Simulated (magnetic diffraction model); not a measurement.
## Which magnetic order? LiErC2S6

Space group C2/c (no. 15), a = 12.3980 Å, b = 9.3570 Å, c = 8.1790 Å, β = 124.89°.

| site | atom | x | y | z |
| --- | --- | --- | --- | --- |
| 4e | Er | 0 | 0.1921 | 3/4 |
| 8f | S | 0.1982 | 0.4187 | 0.0150 |
| 8f | S | 0.6188 | 0.4093 | 0.6975 |
| 8f | S | 0.8835 | 0.3296 | 0.9471 |
| 8f | C | 0.7685 | 0.4395 | 0.8703 |
| 4e | Li | 0 | 0.2456 | 1/4 |

This is a made-up structure (elements placed in a structure type, unrelaxed), so the numbers test the method and describe no known phase.

Only Er is taken to order (form factors of Er3+); orders and moment sizes are assumed, and not adapted to the symmetry. Radiation: neutrons of λ = 1.8 Å, 2° to 35°; isotropic B of 0.38 Å² (Er), 0.44 Å² (S), 0.66 Å² (C) and 0.59 Å² (Li). Simulated constant-wavelength pattern: nuclear and magnetic terms add, the magnetic one as |2.695 fm × Σ f S⊥ exp(2πi Q·r) exp(−B s²)|², summed over all Q at one angle with the factor 1/(sin²θ cos θ). For a modulated order the moment at position r is S exp(−2πi k·r) + c.c., with S = m/2 for a sine wave of amplitude m and S = m(u + iv)/2 for moments turning in a plane, u and v being orthogonal unit vectors in it; the phase factor of the sum at Q = H + k is then exp(2πi H·r). Free-ion form factors, Sears's scattering lengths of 1992, no absorption; a label names one of the reflections at its angle. The strongest nuclear line in the range is 100, and lines under 0.2 are left out.

Above the ordering temperature:

```tsv
2θ (°)	index	I
15.02	(1 1 0)	1.2
16.86	(1 1 -1)	19.1
20.39	(2 0 0)	25.0
22.18	(0 2 0)	12.2
25.49	(1 1 1)	40.9
25.57	(2 0 -2)	0.2
27.13	(0 2 1)	14.1
27.62	(3 1 -1)	14.5
28.16	(2 2 -1)	58.4
28.81	(1 1 -2)	100.0
30.31	(2 2 0)	52.3
30.74	(3 1 -2)	63.8
32.80	(3 1 0)	16.9
34.10	(2 2 -2)	2.5
34.64	(4 0 -2)	9.3
```

Below it (cell unchanged):

```csv
2θ (°),I
13.71,73.7
15.02,1.2
15.53,110.0
15.71,9.4
16.43,48.5
16.86,19.1
17.22,46.9
18.14,6.5
20.31,7.0
20.39,25.0
22.18,12.2
24.06,4.9
24.73,4.6
25.49,40.9
25.57,0.2
25.60,14.8
26.36,3.8
26.68,10.1
26.92,2.2
27.13,14.1
27.62,14.5
28.14,24.8
28.16,58.4
28.44,2.0
28.70,10.9
28.81,100.0
28.94,7.6
29.60,21.3
29.68,8.0
30.10,14.3
30.31,52.3
30.74,63.8
31.48,12.7
31.74,6.1
32.17,20.2
32.20,13.3
```
(The table stops after 36 lines; 8 more lie at higher angle.)

**Question.** Find the propagation vector, then choose among these models:
A. a sine wave with moments along [100] (amplitudes given), 6.4 μB on Er; signs + at (0, 0.1921, 3/4), − at (0, 0.8079, 1/4)
B. moments turning in the plane of [010] and [100], 6.4 μB on Er; signs + at (0, 0.1921, 3/4), − at (0, 0.8079, 1/4)
C. a sine wave with moments along [010] (amplitudes given), 6.4 μB on Er; signs + at (0, 0.1921, 3/4), − at (0, 0.8079, 1/4)
D. moments turning in the plane of [001] and [100], 6.4 μB on Er; signs + at (0, 0.1921, 3/4), − at (0, 0.8079, 1/4)

The new lines index as (1 5/6 0) at 13.71°, (0 1/6 1) at 15.53°, (1 5/6 -1) at 15.71° and (1 7/6 0) at 16.43°, that is as H ± k with k = (0 1/6 0). Satellites come in pairs about each point of the reciprocal lattice.

Magnetic intensity, observed (below minus above) and for each model:

| 2θ (°) | index | observed | A | B | C | D |
| --- | --- | --- | --- | --- | --- | --- |
| 13.71 | (1 5/6 0) | 73.7 | 39.4 | 73.7 | 34.3 | 90.6 |
| 15.53 | (0 1/6 1) | 110.0 | 55.4 | 110.0 | 54.6 | 56.2 |
| 16.43 | (1 7/6 0) | 48.5 | 31.9 | 48.5 | 16.5 | 69.6 |
| 17.22 | (2 1/6 -1) | 46.9 | 2.7 | 46.9 | 44.2 | 45.2 |
| 20.31 | (0 11/6 0) | 7.0 | 7.0 | 7.0 | <0.2 | 14.0 |
| 25.60 | (0 11/6 1) | 14.8 | 10.8 | 14.8 | 4.0 | 17.6 |
| 28.14 | (1 5/6 -2) | 24.8 | 12.5 | 24.8 | 12.3 | 15.3 |
| 34.21 | (1 17/6 -1) | 8.7 | 7.5 | 8.7 | 1.1 | 14.9 |

Model B matches.

The structure used: k = (0 1/6 0), moments turning in the plane of [010] and [100], 6.4 μB on Er; signs + at (0, 0.1921, 3/4), − at (0, 0.8079, 1/4).

[Logs are printed without paths, hosts, clocks, repeated set-up lines and the standing remarks that a program may print on its own settings, such as how far it seeks lower states.]
